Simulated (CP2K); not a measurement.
Two runs for the C K edge of acetylacetonitrile. Run A: CP2K XAS_TDP, all-electron GAPW, PBEh(45%), aug-cc-pVDZ, TDA, no relativity. Run B differs in one setting.

First lines with a strength over 0.0015. A:

```
                      atom  energy (eV)  states  strength, one atom
  C1 (bonded to C and 3 H)       284.00       1              0.0081
                                 284.98       1              0.0246
                                 285.07       1              0.0162
                                 285.56       1              0.0097
                                 285.88       1              0.0105
  C2 (bonded to 2 C and O)       282.15       1              0.0712
                                 287.13       1              0.0031
                                 287.67       1              0.0171
                                 288.42       1              0.0050
                                 289.48       1              0.0112
C4 (bonded to 2 C and 2 H)       284.86       1              0.0118
                                 285.37       1              0.0155
                                 285.75       1              0.0017
                                 286.65       1              0.0092
                                 286.79       1              0.0027
    C5 (bonded to C and N)       282.53       1              0.0533
                                 282.58       1              0.0552
                                 287.02       1              0.0045
                                 287.39       2              0.0067
                                 287.83       1              0.0043
```

B:

```
                      atom  energy (eV)  states  strength, one atom
  C1 (bonded to C and 3 H)       290.45       1              0.0079
                                 291.43       1              0.0241
                                 291.52       1              0.0159
                                 292.01       1              0.0095
                                 292.33       1              0.0103
  C2 (bonded to 2 C and O)       288.66       1              0.0696
                                 293.64       1              0.0030
                                 294.18       1              0.0168
                                 294.94       1              0.0049
                                 295.99       1              0.0109
C4 (bonded to 2 C and 2 H)       291.02       1              0.0115
                                 291.52       1              0.0151
                                 291.90       1              0.0017
                                 292.81       1              0.0090
                                 292.95       1              0.0027
    C5 (bonded to C and N)       289.19       1              0.0520
                                 289.25       1              0.0539
                                 293.69       1              0.0044
                                 294.06       2              0.0066
                                 294.49       1              0.0042
```

Question: Which was it: scalar relativity switched on, the functional, GW2X switched on, the basis?

GW2X switched on. GW2X shifts an atom's lines together and keeps their spacings. Against PBEh(45%) in aug-cc-pVDZ, the leading lines move by +6.45 eV (C1, to 291.43), +6.51 eV (C2, to 288.66), +6.16 eV (C4, to 291.02) and +6.66 eV (C5, to 289.19).

[Banner, clock and machine lines of the logs are left out without a mark of their own.]

[Logs are printed without paths, hosts, clocks, repeated set-up lines and the standing remarks that a program may print on its own settings, such as how far it seeks lower states.]

[Hosts, paths, dates, database ids (printed as entryN), source tags and the programs' standing remarks are cut or masked in the printed files.]
